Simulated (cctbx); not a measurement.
## What is wrong with this refinement?

Cell a = 10.5680 Å, b = 10.5680 Å, c = 10.5680 Å, α = 90.00°, β = 90.00°, γ = 90.00°; space group Fd-3m (no. 227, origin choice 1). The compound is Fe2NiS4.

The data are simulated with cctbx, not measured: Mo Kα, λ = 0.71073 Å, to d = 0.7 Å, 80 % of the full sphere, strongest reflection 40000 counts, noise from counting, a 2 % proportional error and a noise floor of 8 counts (s.d.); no absorption, and some extinction, which the refinements don't model.

An anisotropic refinement with weights 1/σ² prints:

```text
Rint 0.024, 112 unique reflections to 0.70 A
cycle     R1     wR2    GooF  max shift (A)
   1  0.7483  0.9639 101.303   0.05356
   3  0.4122  0.6840  71.889   0.00019
final R1 0.4117 wR2 0.6840 GooF 71.889  parameters 6  data/parameter 18.7
atom        x        y        z      Ueq    occ   su(xyz)  su(Uiso or U11)
Ni1    0.25000  0.75000  0.25000  -0.0348  1.000  0.00000  0.0044  NPD
Fe1    0.12500  0.12500  0.12500  -0.0304  1.000  0.00000  0.0042  NPD
Se1    0.38575  0.88575  0.38575   0.0003  1.000  0.00109  0.0053  NPD
difference map: max 201.80 min -11.68 rms 12.26
Q1    0.0000  0.0000  0.5000    8  201.80  0.00 A from Ni1
Q2    0.1250  0.1250  0.1250   16  170.91  0.00 A from Fe1
Q3    0.1257  0.1257  0.3743   32   77.83  0.18 A from Se1
Q4    0.1250  0.1250  0.6250   16   16.44  2.29 A from Ni1
Q5    0.0350  0.0829  0.5829   96    4.69  1.29 A from Ni1
Q6    0.0484  0.0484  0.8904   96    4.22  0.99 A from Se1
```

Q: Accept it or mend it, and why?

Mend it. The fault: wrong element: Se1 is S. Against the right model at the same level, R1 goes from 0.0065 to 0.4117 and GooF from 1.20 to 71.89, U of Fe1 shrinks from 0.0142 to -0.0304 Å², U of Ni1 shrinks from 0.0073 to -0.0348 Å², the top difference peak, 201.8 e/Å³, lies on Ni1 and Ni1, Fe1 and Se1 go non-positive-definite. Se1 has 18 electrons too many, yet its U moves the other way: dispersion, the scale or a false minimum can outweigh the electron count.

The compound is Fe2NiS4. The right model at the same level gives:

```text
Rint 0.024, 112 unique reflections to 0.70 A
cycle     R1     wR2    GooF  max shift (A)
   1  0.0254  0.0624   6.560   0.00075
   2  0.0065  0.0114   1.200   0.00000
final R1 0.0065 wR2 0.0114 GooF 1.200  parameters 6  data/parameter 18.7
atom        x        y        z      Ueq    occ   su(xyz)  su(Uiso or U11)
Ni1    0.25000  0.75000  0.25000   0.0073  1.000  0.00000  0.0001
Fe1    0.12500  0.12500  0.12500   0.0142  1.000  0.00000  0.0001
S1     0.38262  0.88262  0.38262   0.0087  1.000  0.00001  0.0001
difference map: max 0.23 min -0.40 rms 0.06
Q1    0.0605  0.0605  0.9395   32    0.23  1.04 A from S1
Q2    0.0631  0.0631  0.4369   32    0.22  1.15 A from Ni1
Q3    0.0000  0.0000  0.3700   48    0.13  1.37 A from Ni1
Q4    0.0427  0.0427  0.6124   96    0.10  1.35 A from Ni1
Q5    0.0350  0.0350  0.3277   96    0.10  1.52 A from S1
Q6    0.9953  0.1250  0.2547   96    0.10  1.88 A from S1
```

Isotropic U is held between 0.0001 and 1 Å² by the program, and listed peak heights are interpolated, so they can pass the grid's maximum.

The model was made for the exercise: a known structure type with other elements put in, its volume estimated, not relaxed; displacement parameters are assumed.

[Middle refinement cycles are left out of these outputs.]

[Logs are printed without paths, hosts, clocks, repeated set-up lines and the standing remarks that a program may print on its own settings, such as how far it seeks lower states.]
